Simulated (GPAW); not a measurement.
**linear Ti chain, spacing 2.823 A: which magnetic order is lowest**

Aim: find out whether linear Ti chain, spacing 2.823 A carries moments, and which collinear order costs least.

Program: GPAW 26.7.0. Level of theory: LDA; plane waves with GPAW's PAW setups, scalar-relativistic. Results are calculated unless marked as measured.

**1. Starting point**

The cell holds 1 atom: 1 Ti. Cell: a = 12.000 Å, b = 12.000 Å, c = 2.823 Å, α = 90.0°, β = 90.0°, γ = 90.0°. model lattice. Vacuum lies along a and b. The structure's axis is c.

Structure file:

```cif
data_structure
_symmetry_space_group_name_H-M 'P 1'
_symmetry_Int_Tables_number 1
_cell_length_a 12.0000
_cell_length_b 12.0000
_cell_length_c 2.8230
_cell_angle_alpha 90.000
_cell_angle_beta 90.000
_cell_angle_gamma 90.000
_cell_volume 406.51
loop_
_atom_site_label
_atom_site_type_symbol
_atom_site_fract_x
_atom_site_fract_y
_atom_site_fract_z
_atom_site_occupancy
Ti1 Ti 0.50000 0.50000 0.00000 1
```

**2. Start 1: ferro +**

The parallel start comes first: it fits the smallest cell, keeps the most symmetry and shows whether parallel moments form.

File order1.py:

```python
import json
import numpy as np
from ase import Atoms
from ase.parallel import paropen, parprint
from gpaw import GPAW

atoms = Atoms(['Ti'],
    cell=[[12.0, 0.0, 0.0],
         [0.0, 12.0, 0.0],
         [0.0, 0.0, 2.823]],
    scaled_positions=[[0.5, 0.5, 0.0]],
    pbc=True,
    magmoms=[1.0])
atoms.calc = GPAW(mode={'name': 'pw', 'ecut': 550},
    xc='LDA',
    kpts={'size': (1, 1, 10), 'gamma': True},
    occupations={'name': 'fermi-dirac', 'width': 0.05},
    convergence={'density': 1e-05, 'energy': 1e-05},
    maxiter=200,
    symmetry={'tolerance': 1e-4},
    txt='order1.txt')
e = atoms.get_potential_energy(force_consistent=True)
res = {'free_energy': e, 'energy_sigma0': atoms.get_potential_energy(), 'fermi_energy': atoms.calc.get_fermi_level()}
res['moments'] = atoms.get_magnetic_moments().tolist()
res['total'] = atoms.get_magnetic_moment()
parprint('site moments (muB):', np.round(res['moments'], 3))
parprint(f"total moment: {res['total']:.3f} muB")
parprint(f'free energy: {e:.6f} eV')
atoms.calc.write('order1.gpw')
with paropen('results.json', 'w') as f:
    json.dump(res, f)
```

On the command line:

```
$ OMP_NUM_THREADS=1 python3 order1.py > order1.log
```

What it wrote:

```text
site moments (muB): [1.744]
total moment: 3.000 muB
free energy: -3.071336 eV

--- order1.txt ---
Input parameters:
  mode=PW(ecut=550),
  convergence={'density': 1e-05, 'energy': 1e-05},
  kpts=MonkhorstPack(size=(1, 1, 10), gamma=True),
  maxiter=200,
  occupations=Occupations(name='fermi-dirac', width=0.05),
  symmetry=Symmetry(tolerance=0.0001),
  xc=XC(name='LDA')

Diagonalizing LCAO Hamiltonian
Converting LCAO to pw mode
        .----------------------------.
       /|                            |
      / |                            |
     /  .----------------------------.
    /  /                            /
   /  /                            /
  /  /                            /
 *  /              Ti            /
 | /                            /
 |/                            /
 *----------------------------*

Atoms  # Å, Bohr magnetons
|   | symbol |        x |        y |        z |    initial magnetic moments |
|---|--------|----------|----------|----------|-----------------------------|
| 0 |     Ti | 6.000000 | 6.000000 | 0.000000 | ( 0.0000,  0.0000,  1.0000) |

Unit cell  # Å
| periodic |         x |         y |        z |   lengths |    angles |
|----------|-----------|-----------|----------|-----------|-----------|
|      yes | 12.000000 |  0.000000 | 0.000000 | 12.000000 | 90.000000 |
|      yes |  0.000000 | 12.000000 | 0.000000 | 12.000000 | 90.000000 |
|      yes |  0.000000 |  0.000000 | 2.823000 |  2.823000 | 90.000000 |

Number of symmetries: 16

BZ-sampling:
  Number of BZ points: 10
  Number of IBZ points: 6

  Monkhorst-Pack size: [1, 1, 10]
  Monkhorst-Pack shift: [0.0, 0.0, 0.05]

K-points  # in reciprocal-cell coordinates
|   |                                coordinates |     weight |
|---|--------------------------------------------|------------|
| 0 | (  0.00000000,   0.00000000,   0.00000000) | 0.10000000 |
| 1 | (  0.00000000,   0.00000000,   0.10000000) | 0.20000000 |
| 2 | (  0.00000000,   0.00000000,   0.20000000) | 0.20000000 |
| 3 | (  0.00000000,   0.00000000,   0.30000000) | 0.20000000 |
| 4 | (  0.00000000,   0.00000000,   0.40000000) | 0.20000000 |
| 5 | (  0.00000000,   0.00000000,   0.50000000) | 0.10000000 |

Plane wave coefficients: 11963
Cutoff: 550.0 eV

Spin-components: 2 (collinear spins)
Bands:           12
Projectors:      6
Spin-degeneracy: 1
Datatype:        complex128

Parallelization:
  kpt:    1
  domain: 1
  band:   1

Density:
  Valence electrons: 12.0
  Components: 2
  Grid points: [70 70 16]
  Charge: 0.0  # |e|

Potential:
  Grid points: [70 70 16]

species:
  Ti:
    name:    Titanium
    Z:       22.0
    valence: 12
    core:    10
    charge:  0.0  # [|e|]
    compensation charges:
      type: gauss
      rc: 0.38  # [Å]
      lmax: 2
    cutoffs:
      filter: 2.23  # [Å]
      core: 1.02  # [Å]
    projectors
    | kind |    occ | energy [eV] | rcut [Å] |
    |------|--------|-------------|----------|
    |   3s |  2.000 |     -62.257 |    1.270 |
    |   4s |  2.000 |      -4.593 |    1.270 |
    |   3p |  6.000 |     -38.791 |    1.058 |
    |   4p |  0.000 |      -1.536 |    1.058 |
    |   3d |  2.000 |      -4.463 |    1.058 |
    |    d |        |      22.748 |    1.058 |

    Using partial waves for Ti as LCAO basis

Reference energy: -23173.949059  # eV

eigensolver:
  PPCG
  Converge bands: occupied
  niter=2

density mixing:
  MSR1-Mixer
  Pratt-step length: 0.05
  Maximum mixing coefficient: 0.75
  Old densities: 10
  SVD Regularization: 0.005
  Good broyden scale: 1.0
  Trust region scale: 1.0
  Backstep threshold: 4.0
  History deletion threshold: 6.0
  Fourier metric: weight=20.0, sigma=0.015

occupation numbers:
  Fermi-Dirac:
    width: 0.0500  # eV

poisson solver:
  ecut: 4400.0  # eV

xc functional:
  name: None

convergence criteria:
- Maximum integral of absolute [dens]ity change: 1e-05 electrons / valence electron
- Maximum [total energy] change in last 3 cyles: 1e-05 eV / valence electron
- Maximum integral of absolute [eigenst]ate change: 4e-08 eV^2 / valence electron
maximum number of iterations: 200

SCF iterations
|iter     |      energy | eigst |  dens |  magmom |
|---------|-------------|-------|-------|---------|
|iter:   1|       0s |   -3.228541 | -0.45 |       |  +1.0039|
|iter:   2|       2s |   -3.107455 | -1.72 | -0.85 |  +1.0076|
|iter:   3|       3s |   -2.778249 | -1.31 | -0.92 |  +1.0462|
|iter:   4|       5s |   -2.786493 | -1.74 | -1.05 |  +1.2390|
|iter:   5|       7s |   -2.861021 | -2.69 | -1.16 |  +1.6127|
|iter:   6|       8s |   -3.019890 | -1.07 | -1.04 |  +3.7525|
|iter:   7|      10s |   -3.016140 | -1.49 | -1.00 |  +2.4928|
|iter:   8|      11s |   -3.058732 | -2.55 | -1.30 |  +2.9661|
|iter:   9|      13s |   -3.059505 | -3.72 | -2.18 |  +2.9898|
|iter:  10|      15s |   -3.059789 | -3.96 | -2.48 |  +3.0343|
|iter:  11|      16s |   -3.059804 | -4.59 | -2.45 |  +2.9977|
|iter:  12|      18s |   -3.059838c| -5.43 | -3.30 |  +3.0036|
|iter:  13|      20s |   -3.059824c| -6.01 | -3.44 |  +2.9990|
|iter:  14|      21s |   -3.059829c| -6.57 | -3.97 |  +2.9999|
|iter:  15|      23s |   -3.059830c| -7.16 | -4.87 |  +2.9998|
|iter:  16|      24s |   -3.059830c| -7.49c| -5.23c|  +2.9999|

Converged in 16 steps
Energy contributions relative to reference atoms: (reference = -23173.949059)

Energy contributions:
  Kinetic:           1.296632
  Coulomb:           1.291819
  Zero:             -0.196876
  External:          0.000000
  Xc:               -5.439899
  Entropy:          -0.023011
  Spinorbit:         0.000000
  ----------------------------
  Free energy:      -3.071336
  Extrapolated:     -3.059830

dipole moment: (0.000000, 0.000000, -8.914775)  # |e|*Ang

Total magnetic moment: (0.000000, 0.000000, 2.999862)

Local magnetic moments
|        x |        y |        z |
|----------|----------|----------|
| 0.000000 | 0.000000 | 1.743657 |  # Ti   0

Fermi level: -3.017
Eigenvalues  # (at kpt = [0.000, 0.000, 0.000])
| band index |      eig [eV] | occ [0-1] |      eig [eV] | occ [0-1] |
|------------|---------------|-----------|---------------|-----------|
|          0 |       -60.223 |     1.000 |       -58.398 |     1.000 |
|          1 |       -36.877 |     1.000 |       -35.078 |     1.000 |
|          2 |       -36.877 |     1.000 |       -35.078 |     1.000 |
|          3 |       -36.495 |     1.000 |       -34.614 |     1.000 |
|          4 |        -6.153 |     1.000 |        -4.737 |     1.000 |
|          5 |        -3.889 |     1.000 |        -2.401 |     0.000 |
|          6 |        -3.299 |     0.996 |        -1.701 |     0.000 |
|          7 |        -3.299 |     0.996 |        -1.699 |     0.000 |
|          8 |        -2.234 |     0.000 |        -1.406 |     0.000 |
|          9 |        -2.234 |     0.000 |        -1.406 |     0.000 |
|         10 |        -1.685 |     0.000 |         0.213 |     0.000 |
|         11 |        -1.685 |     0.000 |         0.213 |     0.000 |

No gap
No difference between direct/indirect transitions
```

The job ended after 28 s (1 MPI rank of Intel Xeon Platinum 8488C (Sapphire Rapids), shared host; peak memory 0.33 GiB).

Read from the output:

```yaml
magnetization: 3.000 μB
final_state: ferromagnetic
largest_moment: 1.744 μB
```

After 16 cycles the largest moment stands at 1.74 μB.

**3. Start 2: antiferro q=(0,0,1/2) +-**

An opposed order shows whether the pairs that it reverses prefer unlike signs.

The cell is doubled to 2 atoms to hold this order. Its mesh is chosen so that both cells sample the same points.

order2.py is the script of step 2 with these lines changed:

```diff
@@ -6,12 +6,13 @@
 
-atoms = Atoms(['Ti'],
+atoms = Atoms(['Ti', 'Ti'],
     cell=[[12.0, 0.0, 0.0],
          [0.0, 12.0, 0.0],
-         [0.0, 0.0, 2.823]],
-    scaled_positions=[[0.5, 0.5, 0.0]],
+         [0.0, 0.0, 5.646]],
+    scaled_positions=[[0.5, 0.5, 0.0],
+         [0.5, 0.5, 0.5]],
     pbc=True,
-    magmoms=[1.0])
+    magmoms=[1.0, -1.0])
 atoms.calc = GPAW(mode={'name': 'pw', 'ecut': 550},
     xc='LDA',
-    kpts={'size': (1, 1, 10), 'gamma': True},
+    kpts={'size': (1, 1, 5), 'gamma': True},
     occupations={'name': 'fermi-dirac', 'width': 0.05},
@@ -20,3 +21,3 @@
     symmetry={'tolerance': 1e-4},
-    txt='order1.txt')
+    txt='order2.txt')
 e = atoms.get_potential_energy(force_consistent=True)
@@ -28,3 +29,3 @@
 parprint(f'free energy: {e:.6f} eV')
-atoms.calc.write('order1.gpw')
+atoms.calc.write('order2.gpw')
 with paropen('results.json', 'w') as f:
```

On the command line:

```
$ OMP_NUM_THREADS=1 python3 order2.py > order2.log
```

What it wrote:

```text
site moments (muB): [ 1.103 -1.103]
total moment: 0.001 muB
free energy: -5.448640 eV

--- order2.txt ---
Input parameters:
  mode=PW(ecut=550),
  convergence={'density': 1e-05, 'energy': 1e-05},
  kpts=MonkhorstPack(size=(1, 1, 5), gamma=True),
  maxiter=200,
  occupations=Occupations(name='fermi-dirac', width=0.05),
  symmetry=Symmetry(tolerance=0.0001),
  xc=XC(name='LDA')

Diagonalizing LCAO Hamiltonian
Converting LCAO to pw mode
        .----------------------------.
       /|                            |
      / |                            |
     /  |                            |
    /   |                            |
   /    |                            |
  /     |                            |
 *      .----------Ti----------------.
 |     /                            /
 |    /                            /
 |   /                            /
 |  /              Ti            /
 | /                            /
 |/                            /
 *----------------------------*

Atoms  # Å, Bohr magnetons
|   | symbol |        x |        y |        z |    initial magnetic moments |
|---|--------|----------|----------|----------|-----------------------------|
| 0 |     Ti | 6.000000 | 6.000000 | 0.000000 | ( 0.0000,  0.0000,  1.0000) |
| 1 |     Ti | 6.000000 | 6.000000 | 2.823000 | ( 0.0000,  0.0000, -1.0000) |

Unit cell  # Å
| periodic |         x |         y |        z |   lengths |    angles |
|----------|-----------|-----------|----------|-----------|-----------|
|      yes | 12.000000 |  0.000000 | 0.000000 | 12.000000 | 90.000000 |
|      yes |  0.000000 | 12.000000 | 0.000000 | 12.000000 | 90.000000 |
|      yes |  0.000000 |  0.000000 | 5.646000 |  5.646000 | 90.000000 |

Number of symmetries: 16

BZ-sampling:
  Number of BZ points: 5
  Number of IBZ points: 3

  Monkhorst-Pack size: [1, 1, 5]
  Monkhorst-Pack shift: [0, 0, 0]

Plane wave coefficients: 23877
Cutoff: 550.0 eV

Spin-components: 2 (collinear spins)
Bands:           19
Projectors:      12
Spin-degeneracy: 1
Datatype:        complex128

Parallelization:
  kpt:    1
  domain: 1
  band:   1

Density:
  Valence electrons: 24.0
  Components: 2
  Grid points: [70 70 32]
  Charge: 0.0  # |e|

Potential:
  Grid points: [70 70 32]

[... setups left out ...]
Reference energy: -46347.898119  # eV

eigensolver:
  PPCG
  Converge bands: occupied
  niter=2

density mixing:
  MSR1-Mixer
  Pratt-step length: 0.05
  Maximum mixing coefficient: 0.75
  Old densities: 10
  SVD Regularization: 0.005
  Good broyden scale: 1.0
  Trust region scale: 1.0
  Backstep threshold: 4.0
  History deletion threshold: 6.0
  Fourier metric: weight=20.0, sigma=0.015

occupation numbers:
  Fermi-Dirac:
    width: 0.0500  # eV

poisson solver:
  ecut: 4400.0  # eV

xc functional:
  name: None

convergence criteria:
- Maximum integral of absolute [dens]ity change: 1e-05 electrons / valence electron
- Maximum [total energy] change in last 3 cyles: 1e-05 eV / valence electron
- Maximum integral of absolute [eigenst]ate change: 4e-08 eV^2 / valence electron
maximum number of iterations: 200

SCF iterations
|iter     |      energy | eigst |  dens |  magmom |
|---------|-------------|-------|-------|---------|
|iter:   1|       0s |   -6.703225 | -0.45 |       |  +0.0000|
|iter:   2|       3s |   -6.396255 | -1.61 | -0.78 |  +0.0000|
|iter:   3|       6s |   -5.380478 | -0.98 | -0.83 |  -0.0000|
|iter:   4|       9s |   -5.324037 | -1.01 | -1.04 |  +0.0000|
|iter:   5|      12s |   -5.326376 | -2.46 | -1.61 |  -0.0000|
|iter:   6|      15s |   -5.344127 | -2.40 | -1.67 |  +0.0000|
|iter:   7|      18s |   -5.341364 | -2.59 | -1.74 |  -0.0000|
|iter:   8|      21s |   -5.351282 | -2.66 | -1.82 |  +0.0000|
|iter:   9|      24s |   -5.351840 | -2.96 | -2.19 |  -0.0017|
|iter:  10|      27s |   -5.351034 | -3.61 | -1.97 |  +0.0013|
[... 23 iterations left out ...]
|iter:  34|     100s |   -5.348990c| -6.30 | -3.58 |  +0.0012|
|iter:  35|     103s |   -5.348974c| -6.28 | -3.80 |  +0.0012|
|iter:  36|     106s |   -5.349003c| -7.11 | -4.18 |  +0.0010|
|iter:  37|     109s |   -5.348965c| -6.52 | -4.01 |  +0.0009|
|iter:  38|     112s |   -5.348977c| -6.40 | -3.19 |  +0.0011|
|iter:  39|     115s |   -5.348990c| -7.05 | -4.43 |  +0.0009|
|iter:  40|     118s |   -5.348992c| -7.64c| -4.30 |  +0.0008|
|iter:  41|     121s |   -5.348986c| -7.53c| -4.28 |  +0.0007|
|iter:  42|     124s |   -5.348985c| -7.78c| -4.46 |  +0.0006|
|iter:  43|     126s |   -5.348986c| -7.75c| -5.03c|  +0.0005|

Converged in 43 steps
Energy contributions relative to reference atoms: (reference = -46347.898119)

Energy contributions:
  Kinetic:          -0.482221
  Coulomb:           3.837879
  Zero:             -0.300808
  External:          0.000000
  Xc:               -8.304181
  Entropy:          -0.199307
  Spinorbit:         0.000000
  ----------------------------
  Free energy:      -5.448640
  Extrapolated:     -5.348986

dipole moment: (0.000001, 0.000001, -17.891167)  # |e|*Ang

Total magnetic moment: (0.000000, 0.000000, 0.000533)

Local magnetic moments
|        x |        y |         z |
|----------|----------|-----------|
| 0.000000 | 0.000000 |  1.103101 |  # Ti   0
| 0.000000 | 0.000000 | -1.102827 |  # Ti   1

Fermi level: -3.144
Eigenvalues  # (at kpt = [0.000, 0.000, 0.000])
| band index |      eig [eV] | occ [0-1] |      eig [eV] | occ [0-1] |
|------------|---------------|-----------|---------------|-----------|
|          0 |       -60.233 |     1.000 |       -60.233 |     1.000 |
|        ... |               |           |               |           |
|          4 |       -36.477 |     1.000 |       -36.477 |     1.000 |
|          5 |       -35.907 |     1.000 |       -35.907 |     1.000 |
|          6 |       -35.907 |     1.000 |       -35.907 |     1.000 |
|          7 |       -35.155 |     1.000 |       -35.154 |     1.000 |
|          8 |        -5.446 |     1.000 |        -5.446 |     1.000 |
|          9 |        -3.499 |     0.999 |        -3.499 |     0.999 |
|         10 |        -3.499 |     0.999 |        -3.499 |     0.999 |
|         11 |        -3.297 |     0.955 |        -3.297 |     0.955 |
|         12 |        -3.127 |     0.415 |        -3.127 |     0.414 |
|         13 |        -3.124 |     0.401 |        -3.124 |     0.401 |
|         14 |        -1.982 |     0.000 |        -1.982 |     0.000 |
|         15 |        -1.977 |     0.000 |        -1.977 |     0.000 |
|         16 |        -1.609 |     0.000 |        -1.608 |     0.000 |
|         17 |        -0.815 |     0.000 |        -0.815 |     0.000 |
|         18 |        -0.815 |     0.000 |        -0.815 |     0.000 |

Gap: 0.042 eV
Transition (v -> c):
  (s=1, k=1, n=11, [0.00, 0.00, 0.20]) -> (s=0, k=0, n=12, [0.00, 0.00, 0.00])
Direct/indirect transitions are different
Direct gap: 0.071 eV
Transition at: (s=1->0, k=1, n=11, [0.00, 0.00, 0.20])
```

It took 2.2 min on 1 MPI rank; peak memory 0.58 GiB.

Numbers from this step:

```
magnetization  : 0 μB
final state    : antiferromagnetic
largest moment : 1.103 μB
```

It lies 347 meV a seeded atom over the first start, and its largest moment is 1.10 μB against 1.74 μB.

(Continued in part 2 of 2.)

[Logs and program files are shortened in this print: banners, set-up blocks, solver, clock and traceback lines can be left out without a mark of their own.]

[Logs are printed without paths, hosts, clocks, repeated set-up lines and the standing remarks that a program may print on its own settings, such as how far it seeks lower states.]

[Hosts, paths, dates, database ids (printed as entryN), source tags and the programs' standing remarks are cut or masked in the printed files.]

[Where a cell is said to come from a database of computed structures, the database is the Materials Project.]
